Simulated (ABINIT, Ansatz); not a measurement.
# Quasiparticle gap of SiC (P6_3mc) in ABINIT, part 2 of 3

How does a plane-wave GW calculation on SiC (P6_3mc) run from the first input to the gap?

ABINIT 10.8.3; PBE and many-body steps on it, plane waves. Known limits of the many-body steps: not at the basis limit.

So far. Step 2 (Ground state): The gap is indirect, with the least direct gap 1.71 eV higher.

## 3. Bands along the symmetry lines

Level of this step: DFT, PBE, plane waves, norm-conserving pseudopotentials (ABINIT).

The cheap functional maps the bands first; the places of the edges decide which points the dearer methods must see.

run.abi

```
acell 3*1.0 Angstrom
rprim 
  3.073513928196 0.000000000001 0.000000000000
  -1.536756964099 2.661741140703 0.000000000000
  0.000000000000 0.000000000000 5.045247710000
ntypat 2
znucl 14 6
natom 4
typat 1 1 2 2
xred 
  0.333333333333 0.666666666667 0.499602400000
  0.666666666667 0.333333333333 0.999602400000
  0.333333333333 0.666666666667 0.875397600000
  0.666666666667 0.333333333333 0.375397600000
pp_dirpath "pseudos"
pseudos "Si.upf, C.upf"
ecut 37
iscf -2
irdden 1
kptopt 0
nkpt 75
kpt 
  0.00000000 0.00000000 0.00000000
  0.06250000 0.00000000 0.00000000
  0.12500000 0.00000000 0.00000000
  0.18750000 0.00000000 0.00000000
  0.25000000 0.00000000 0.00000000
  0.31250000 0.00000000 0.00000000
  0.37500000 0.00000000 0.00000000
  0.43750000 0.00000000 0.00000000
  0.50000000 0.00000000 0.00000000
  0.47916667 0.04166667 0.00000000
  0.45833333 0.08333333 0.00000000
  0.43750000 0.12500000 0.00000000
  0.41666666 0.16666666 0.00000000
  0.39583333 0.20833333 0.00000000
  0.37500000 0.25000000 0.00000000
  0.35416666 0.29166666 0.00000000
  0.33333333 0.33333333 0.00000000
  0.29166666 0.29166666 0.00000000
  0.25000000 0.25000000 0.00000000
  0.20833333 0.20833333 0.00000000
  0.16666666 0.16666666 0.00000000
  0.12500000 0.12500000 0.00000000
  0.08333333 0.08333333 0.00000000
  0.04166667 0.04166667 0.00000000
  0.00000000 0.00000000 0.00000000
  0.00000000 0.00000000 0.06250000
  0.00000000 0.00000000 0.12500000
  0.00000000 0.00000000 0.18750000
  0.00000000 0.00000000 0.25000000
  0.00000000 0.00000000 0.31250000
  0.00000000 0.00000000 0.37500000
  0.00000000 0.00000000 0.43750000
  0.00000000 0.00000000 0.50000000
  0.06250000 0.00000000 0.50000000
  0.12500000 0.00000000 0.50000000
  0.18750000 0.00000000 0.50000000
  0.25000000 0.00000000 0.50000000
  0.31250000 0.00000000 0.50000000
  0.37500000 0.00000000 0.50000000
  0.43750000 0.00000000 0.50000000
  0.50000000 0.00000000 0.50000000
  0.47916667 0.04166667 0.50000000
  0.45833333 0.08333333 0.50000000
  0.43750000 0.12500000 0.50000000
  0.41666666 0.16666666 0.50000000
  0.39583333 0.20833333 0.50000000
  0.37500000 0.25000000 0.50000000
  0.35416666 0.29166666 0.50000000
  0.33333333 0.33333333 0.50000000
  0.29166666 0.29166666 0.50000000
  0.25000000 0.25000000 0.50000000
  0.20833333 0.20833333 0.50000000
  0.16666666 0.16666666 0.50000000
  0.12500000 0.12500000 0.50000000
  0.08333333 0.08333333 0.50000000
  0.04166667 0.04166667 0.50000000
  0.00000000 0.00000000 0.50000000
  0.50000000 0.00000000 0.50000000
  0.50000000 0.00000000 0.43750000
  0.50000000 0.00000000 0.37500000
  0.50000000 0.00000000 0.31250000
  0.50000000 0.00000000 0.25000000
  0.50000000 0.00000000 0.18750000
  0.50000000 0.00000000 0.12500000
  0.50000000 0.00000000 0.06250000
  0.50000000 -0.00000000 0.00000000
  0.33333333 0.33333333 0.50000000
  0.33333333 0.33333333 0.43750000
  0.33333333 0.33333333 0.37500000
  0.33333333 0.33333333 0.31250000
  0.33333333 0.33333333 0.25000000
  0.33333333 0.33333333 0.18750000
  0.33333333 0.33333333 0.12500000
  0.33333333 0.33333333 0.06250000
  0.33333333 0.33333333 0.00000000
istwfk *1
nband 15
nbdbuf 2
tolwfr 1e-08
nstep 40
prtwf 0
prtvol 0
indata_prefix "in"
outdata_prefix "out"
tmpdata_prefix "tmp"
```

Started as:

```console
$ OMP_NUM_THREADS=1 mpirun -n 8 abinit run.abi > log
```

Numbers of over 12 decimals in the logs are rounded to 6 here.

The program printed:

```text
.Version 10.8.3 of ABINIT. v10.8.2 released Aug 2026.

 Symmetries : space group P6_3 m c (#186); Bravais hP (primitive hexag.)
[... echo of the input left out ...]
== DATASET  1 ==================================================================
-   mpi_nproc: 8, omp_nthreads: 1 (-1 if OMP is not activated)

--- !DatasetInfo
iteration_state: {dtset: 1, }
dimensions: {natom: 4, nkpt: 75, mband: 15, nsppol: 1, nspinor: 1, nspden: 1, mpw: 3024, }
cutoff_energies: {ecut:  37.0, pawecutdg:  -1.0, }
electrons: {nelect:   1.60000000E+01, charge:   0.00000000E+00, occopt:   1.00000000E+00, tsmear:   1.00000000E-02, }

 Real(R)+Recip(G) space primitive vectors, cartesian coordinates (Bohr,Bohr^-1):
 R(1)=  5.8080996  0.0000000  0.0000000  G(1)=  0.1721734  0.0994043  0.0000000
 R(2)= -2.9040498  5.0299618  0.0000000  G(2)=  0.0000000  0.1988087  0.0000000
 R(3)=  0.0000000  0.0000000  9.5341364  G(3)=  0.0000000  0.0000000  0.1048863
 Unit cell volume ucvol=  2.7853521E+02 bohr^3
 Angles (23,13,12)=  9.00000000E+01  9.00000000E+01  1.20000000E+02 degrees

 getcut: wavevector=  0.0000  0.0000  0.0000  ngfft=  32  32  54
         ecut(hartree)=     37.000   => boxcut(ratio)=   2.01210

--- Pseudopotential description ------------------------------------------------
- Si Generated using ONCVPSP code by D. R. Hamann
- 14.00000   4.00000  171031                  znucl, zion, pspdat
12 -101130 2 -1 1510                          pspcod,pspxc,lmax,lloc,mmax
     nproj     2     2     2
  pspatm : epsatm=    9.34321561
         --- l  ekb(1:nproj) -->
             0    5.168965    0.829883
             1    2.571282    0.578307
             2   -2.427311   -0.488097
 pspatm: atomic psp has been read  and splines computed

- C Generated using ONCVPSP code by D. R. Hamann
-  6.00000   4.00000  171031                  znucl, zion, pspdat
12 -101130 1 -1 1248                          pspcod,pspxc,lmax,lloc,mmax
     nproj     2     2     0
  pspatm : epsatm=    4.31346680
         --- l  ekb(1:nproj) -->
[...]
pspatm: atomic psp has been read  and splines computed

--------------------------------------------------------------------------------

================================================================================
 prteigrs : about to open file out_EIG
 Non-SCF case, kpt    1 (  0.00000  0.00000  0.00000), residuals and eigenvalues=
  2.52E-09  6.76E-09  9.65E-09  2.15E-09  7.33E-09  4.75E-09  2.52E-09  8.15E-09
  4.37E-09  5.05E-09  2.54E-09  5.69E-09  6.22E-09  7.21E-09  7.81E-09
 -3.1539E-01 -1.8408E-01 -6.2808E-02  2.0921E-01  2.0921E-01  2.5351E-01
  2.5768E-01  2.5768E-01  4.3483E-01  4.8624E-01  5.0324E-01  5.0324E-01
[...]
Non-SCF case, kpt    2 (  0.06250  0.00000  0.00000), residuals and eigenvalues=
  2.65E-09  2.22E-09  3.24E-09  5.88E-09  4.61E-09  4.15E-09  9.65E-09  8.02E-09
[...]
Non-SCF case, kpt   74 (  0.33333  0.33333  0.06250), residuals and eigenvalues=
[...]
Non-SCF case, kpt   75 (  0.33333  0.33333  0.00000), residuals and eigenvalues=
[...]
-1.4978E-01 -1.4978E-01  9.4070E-03  2.7314E-02  2.7314E-02  1.0872E-01
  1.0872E-01  1.1650E-01  3.4129E-01  5.5836E-01  5.8348E-01  5.8348E-01
[...]
--- !ResultsGS
iteration_state: {dtset: 1, }
comment   : Summary of ground state results
lattice_vectors:
- [  5.8080996,   0.0000000,   0.0000000, ]
- [ -2.9040498,   5.0299618,   0.0000000, ]
- [  0.0000000,   0.0000000,   9.5341364, ]
lattice_lengths: [   5.80810,    5.80810,    9.53414, ]
lattice_angles: [ 90.000,  90.000, 120.000, ] # degrees, (23, 13, 12)
lattice_volume:   2.7853521E+02
convergence: {deltae:  0.000E+00, res2:  0.000E+00, residm:  9.976E-09, diffor:  0.000E+00, }
etotal    :  -2.05387368E+01
entropy   :   0.00000000E+00
fermie    :   2.57677472E-01
cartesian_stress_tensor: null
pressure_GPa: null
xred      :
- [  3.3333E-01,   6.6667E-01,   4.9960E-01, Si]
- [  6.6667E-01,   3.3333E-01,   9.9960E-01, Si]
- [  3.3333E-01,   6.6667E-01,   8.7540E-01,  C]
- [  6.6667E-01,   3.3333E-01,   3.7540E-01,  C]
cartesian_forces: null
force_length_stats: {min: null, max: null, mean: null, }

 Integrated electronic density in atomic spheres:
 ------------------------------------------------
 Atom  Sphere_radius  Integrated_density
[...]
================================================================================

 ----iterations are completed or convergence reached----

 Mean square residual over all n,k,spin=   52.777E-10; max=  99.759E-10
 reduced coordinates (array xred) for    4 atoms
[...]
0.333333333333      0.666666666667      0.875397600000
       0.666666666667      0.333333333333      0.375397600000

 cartesian coordinates (angstrom) at end:
    1     -6.7e-13     1.774494     2.520618
    2      1.536757     0.887247     5.043242
    3     -6.7e-13     1.774494     4.416598
    4      1.536757     0.887247     1.893974
 length scales=  1.889726125908  1.889726125908  1.889726125908 bohr
              =  1.000000000000  1.000000000000  1.000000000000 angstroms
 prteigrs : about to open file out_EIG
 Eigenvalues (hartree) for nkpt=  75  k points:
 kpt#   1, nband= 15, wtk=  1.00000, kpt=  0.0000  0.0000  0.0000 (reduced coord)
[...]
kpt#   2, nband= 15, wtk=  1.00000, kpt=  0.0625  0.0000  0.0000 (reduced coord)
[...]
kpt#   3, nband= 15, wtk=  1.00000, kpt=  0.1250  0.0000  0.0000 (reduced coord)
[...]
kpt#  74, nband= 15, wtk=  1.00000, kpt=  0.3333  0.3333  0.0625 (reduced coord)
  -0.14943   -0.14943    0.01007    0.02395    0.02395    0.11297    0.11297    0.11460
   0.34448    0.55781    0.57151    0.57151    0.61901    0.61901    0.68683
 kpt#  75, nband= 15, wtk=  1.00000, kpt=  0.3333  0.3333  0.0000 (reduced coord)
  -0.14978   -0.14978    0.00941    0.02731    0.02731    0.10872    0.10872    0.11650
   0.34129    0.55836    0.58348    0.58348    0.61314    0.61314    0.68177

== END DATASET(S) ==============================================================
================================================================================

 -outvars: echo values of variables after computation  --------
            nband          15
             nkpt          75
          spgroup         186
 [... the other variables as echoed above ...]

 Calculation completed.
```

Elapsed: 8.1 s, on 8 MPI ranks of Arm Neoverse V1, shared host; peak memory 0.51 GiB.

This step gave:

- gap: 2.275 eV
- k of the valence top: 0, 0, 0
- k of the conduction bottom: 0.3333, 0.3333, 0
- least direct gap: 3.985 eV

The gap is 2.275 eV, as in the run before at this level.

The electronic bands at the labelled points (eV, zero at the top of the highest filled band; v1 is the highest filled band, c1 the lowest empty one):

```
    point     v4     v3     v2     v1    c1    c2    c3    c4
        Γ  -1.32  -0.11   0.00   0.00  4.82  6.22  6.68  6.68
  halfway  -2.97  -2.53  -1.02  -0.61  4.06  5.85  7.26  7.67
        M  -5.45  -3.33  -3.30  -1.20  2.79  4.23  6.90  7.14
  halfway  -5.40  -4.67  -3.37  -2.55  3.20  5.17  7.69  8.51
        K  -6.27  -4.05  -4.05  -3.84  2.28  8.18  8.87  8.87
  halfway  -4.15  -2.82  -1.45  -1.25  5.07  5.82  7.01  7.22
        Γ  -1.32  -0.11   0.00   0.00  4.82  6.22  6.68  6.68
  halfway  -1.15  -1.15  -0.22  -0.22  5.10  6.80  6.80  7.04
        A  -0.71  -0.71  -0.71  -0.71  5.91  5.91  7.37  7.37
  halfway  -2.96  -2.96  -1.72  -1.72  4.50  4.50  7.37  7.37
        L  -2.45  -2.45  -2.34  -2.34  3.29  3.29  5.27  5.27
  halfway  -4.26  -4.26  -1.92  -1.92  4.29  4.29  6.37  6.37
        H  -5.66  -5.66  -1.74  -1.74  5.08  5.08  6.02  6.02
  halfway  -3.02  -3.02  -2.50  -2.50  5.18  5.18  7.55  7.55
        A  -0.71  -0.71  -0.71  -0.71  5.91  5.91  7.37  7.37
jump to L  -2.45  -2.45  -2.34  -2.34  3.29  3.29  5.27  5.27
  halfway  -4.15  -3.10  -2.34  -1.63  3.11  3.27  6.64  7.05
        M  -5.45  -3.33  -3.30  -1.20  2.79  4.23  6.90  7.14
jump to H  -5.66  -5.66  -1.74  -1.74  5.08  5.08  6.02  6.02
  halfway  -6.47  -4.52  -2.82  -2.82  3.50  6.58  6.58  7.84
        K  -6.27  -4.05  -4.05  -3.84  2.28  8.18  8.87  8.87
```

## 4. Empty states on the mesh, 6×6×4 mesh, 552 bands

The sums over transitions need many empty states on a uniform mesh; this step solves for them.

run.abi

```
acell 3*1.0 Angstrom
rprim 
  3.073513928196 0.000000000001 0.000000000000
  -1.536756964099 2.661741140703 0.000000000000
  0.000000000000 0.000000000000 5.045247710000
ntypat 2
znucl 14 6
natom 4
typat 1 1 2 2
xred 
  0.333333333333 0.666666666667 0.499602400000
  0.666666666667 0.333333333333 0.999602400000
  0.333333333333 0.666666666667 0.875397600000
  0.666666666667 0.333333333333 0.375397600000
pp_dirpath "pseudos"
pseudos "Si.upf, C.upf"
ecut 37
ngkpt 6 6 4
nshiftk 1
shiftk 0 0 0
kptopt 1
chksymbreak 0
irdden 1
istwfk *1
nband 552
prtvol 0
optdriver 6
gwr_task "HDIAGO"
paral_kgb 0
occopt 1
indata_prefix "in"
outdata_prefix "out"
tmpdata_prefix "tmp"
```

The program printed:

```text
[banner, memory and clock lines left out]
.Version 10.8.3 of ABINIT. v10.8.2 released Aug 2026.

 Symmetries : space group P6_3 m c (#186); Bravais hP (primitive hexag.)
[... echo of the input left out ...]
== DATASET  1 ==================================================================
-   mpi_nproc: 8, omp_nthreads: 1 (-1 if OMP is not activated)

--- !DatasetInfo
iteration_state: {dtset: 1, }
dimensions: {natom: 4, nkpt: 21, mband: 552, nsppol: 1, nspinor: 1, nspden: 1, mpw: 3015, }
cutoff_energies: {ecut:  37.0, pawecutdg:  -1.0, }
electrons: {nelect:   1.60000000E+01, charge:   0.00000000E+00, occopt:   1.00000000E+00, tsmear:   1.00000000E-02, }

.Using double precision arithmetic; gwpc =  8

- Reading GS density from: in_DEN

--- Pseudopotential description ------------------------------------------------
- Si Generated using ONCVPSP code by D. R. Hamann
- 14.00000   4.00000  171031                  znucl, zion, pspdat
12 -101130 2 -1 1510                          pspcod,pspxc,lmax,lloc,mmax
     nproj     2     2     2
  pspatm : epsatm=    9.34321561
         --- l  ekb(1:nproj) -->
             0    5.168965    0.829883
             1    2.571282    0.578307
             2   -2.427311   -0.488097
 pspatm: atomic psp has been read  and splines computed

- C Generated using ONCVPSP code by D. R. Hamann
-  6.00000   4.00000  171031                  znucl, zion, pspdat
12 -101130 1 -1 1248                          pspcod,pspxc,lmax,lloc,mmax
     nproj     2     2     0
  pspatm : epsatm=    4.31346680
         --- l  ekb(1:nproj) -->
             0    6.481548    0.385504
             1   -4.199961   -0.877517
 pspatm: atomic psp has been read  and splines computed

   4.37013837E+02                                ecore*ucvol(ha*bohr**3)

 Total charge density [el/Bohr^3]
)     Maximum=    2.8030E-01  at reduced coord.    0.4063    0.7813    0.9074
)     Minimum=    1.9153E-03  at reduced coord.    0.6563    0.3125    0.0000
   Integrated=    1.6000E+01

 === KS gaps after direct diagonalization ===
 Indirect band gap semiconductor
 Fundamental gap:     2.275 (eV)
   VBM:     7.012 (eV) at k: [ 0.0000E+00,  0.0000E+00,  0.0000E+00]
   CBM:     9.287 (eV) at k: [ 3.3333E-01,  3.3333E-01,  0.0000E+00]
 Direct gap:         3.985 (eV) at k: [ 5.0000E-01,  0.0000E+00,  0.0000E+00]

== END DATASET(S) ==============================================================

 -outvars: echo values of variables after computation  --------
           etotal      0.0000000000E+00
            nband         552
             nkpt          21
          spgroup         186
 [... the other variables as echoed above ...]

 Calculation completed.
```

Wall time 70 s (8 MPI ranks); peak memory 4.5 GiB; 9.3 min of CPU time.

Numbers from this step:

| Item | Value |
| --- | --- |
| gap | 2.275 eV |
| k of the valence top | 0, 0, 0 |
| k of the conduction bottom | 0.3333, 0.3333, 0 |
| least direct gap | 3.985 eV |
| k points computed | 21 |
| lowest point of the top converged band, above the valence top | 296.0338 eV |

On this mesh the gap is 2.275 eV.

## 5. Screening, 6×6×4 mesh, 544 bands, screening to 381 eV

The RPA dielectric matrix is built and inverted for each q.

This step: RPA screening on PBE, plane waves, norm-conserving pseudopotentials.

Changes to run.abi since step 4:

```diff
@@ -22,10 +22,11 @@
 chksymbreak 0
-irdden 1
 istwfk *1
-nband 552
-prtvol 0
-optdriver 6
-gwr_task "HDIAGO"
-paral_kgb 0
 occopt 1
+irdwfk 1
+optdriver 3
+nband 544
+ecuteps 14
+inclvkb 2
+awtr 1
+symchi 1
 indata_prefix "in"
```

The program printed:

```text
.Version 10.8.3 of ABINIT. v10.8.2 released Aug 2026.

 Symmetries : space group P6_3 m c (#186); Bravais hP (primitive hexag.)
[... echo of the input left out ...]
== DATASET  1 ==================================================================
-   mpi_nproc: 8, omp_nthreads: 1 (-1 if OMP is not activated)

--- !DatasetInfo
iteration_state: {dtset: 1, }
dimensions: {natom: 4, nkpt: 21, mband: 544, nsppol: 1, nspinor: 1, nspden: 1, mpw: 3015, }
cutoff_energies: {ecut:  37.0, pawecutdg:  -1.0, }
electrons: {nelect:   1.60000000E+01, charge:   0.00000000E+00, occopt:   1.00000000E+00, tsmear:   1.00000000E-02, }

 SCREENING: Calculation of the susceptibility and dielectric matrices

 Based on a program developped by R.W. Godby, V. Olevano, G. Onida, and L. Reining.
 Incorporated in ABINIT by V. Olevano, G.-M. Rignanese, and M. Torrent.
.Using double precision arithmetic ; gwpc =  8

[... cell and pseudopotentials left out ...]
--------------------------------------------------------------------------------

 ==== K-mesh for the wavefunctions ====
 Number of points in the irreducible wedge :    21
[... list of points left out ...]
 Together with 12 symmetry operations and time-reversal symmetry
 yields   144 points in the full Brillouin Zone.

 ==== Q-mesh for the screening function ====
 Number of points in the irreducible wedge :    21
[... list of points left out ...]
 Together with 12 symmetry operations and time-reversal symmetry
 yields   144 points in the full Brillouin Zone.

 setmesh: FFT mesh size selected  =    27x   27x   48
          total number of points  =        34992

 vcoul_init : cutoff-mode = AUXILIARY_FUNCTION
 q-points for optical limit:   1
     1)      0.000010    0.000020    0.000030

- screening: taking advantage of time-reversal symmetry
- Maximum band index for partially occupied states nbvw = 8
- Remaining bands to be divided among processors   nbcw = 536
- Number of bands treated by each node ~67

 Number of electrons calculated from density =   16.0000; Expected =   16.0000
 average of density, n =  0.057443
 r_s =    1.6078
 omega_plasma =   23.1193 [eV]

 calculating chi0 at frequencies [eV] :
  1    0.000000E+00    0.000000E+00
  2    0.000000E+00    2.311935E+01

--------------------------------------------------------------------------------
  q-point number  1        q = ( 0.000000, 0.000000, 0.000000) [r.l.u.]
--------------------------------------------------------------------------------
[... chi0 elements left out ...]
 For q-point:  0.000010 0.000020 0.000030
  dielectric constant =   6.8549
  dielectric constant without local fields =   7.5088

  Average fulfillment of the sum rule on Im[epsilon] for q-point    1 :     97.58  [%]
[... wings left out ...]
  q-point number  2        q = ( 0.166667, 0.000000, 0.000000) [r.l.u.]
--------------------------------------------------------------------------------
[... chi0 elements left out ...]
  Average fulfillment of the sum rule on Im[epsilon] for q-point    2 :     98.03  [%]

 [... 19 further q-points ...]
```

Wall time 31 min (8 MPI ranks); peak memory 9.3 GiB.

Numbers from this step:

| Property | Result |
| --- | --- |
| ε∞ with local fields, on this mesh, along the program's q direction | 6.855 |
| the same without local fields | 7.509 |
| plasma frequency | 23.12 eV |
| plane waves in the screening matrix | 701 |

Local fields lower ε∞ by 9 %.

(Continued in part 3 of 3.)

[Paths, hosts, dates, memory and timing lines, banners, echoed tables and standing remarks are left out of the program output.]

[Logs are printed without paths, hosts, clocks, repeated set-up lines and the standing remarks that a program may print on its own settings, such as how far it seeks lower states.]

[Runs of the session that timed out or met a known fault of the program may be left out.]

[Hosts, paths, dates, database ids (printed as entryN), source tags and the programs' standing remarks are cut or masked in the printed files.]

[G0W0 gaps are taken among the corrected bands and points alone; a level outside them can change the order at an edge.]

[Where Ansatz stands beside ABINIT at settings called matched, ABINIT's density can come from a denser mesh and the files from another edition; pairs whose starting gaps differed by over 0.03 eV were left out, so agreement reads better than it is.]
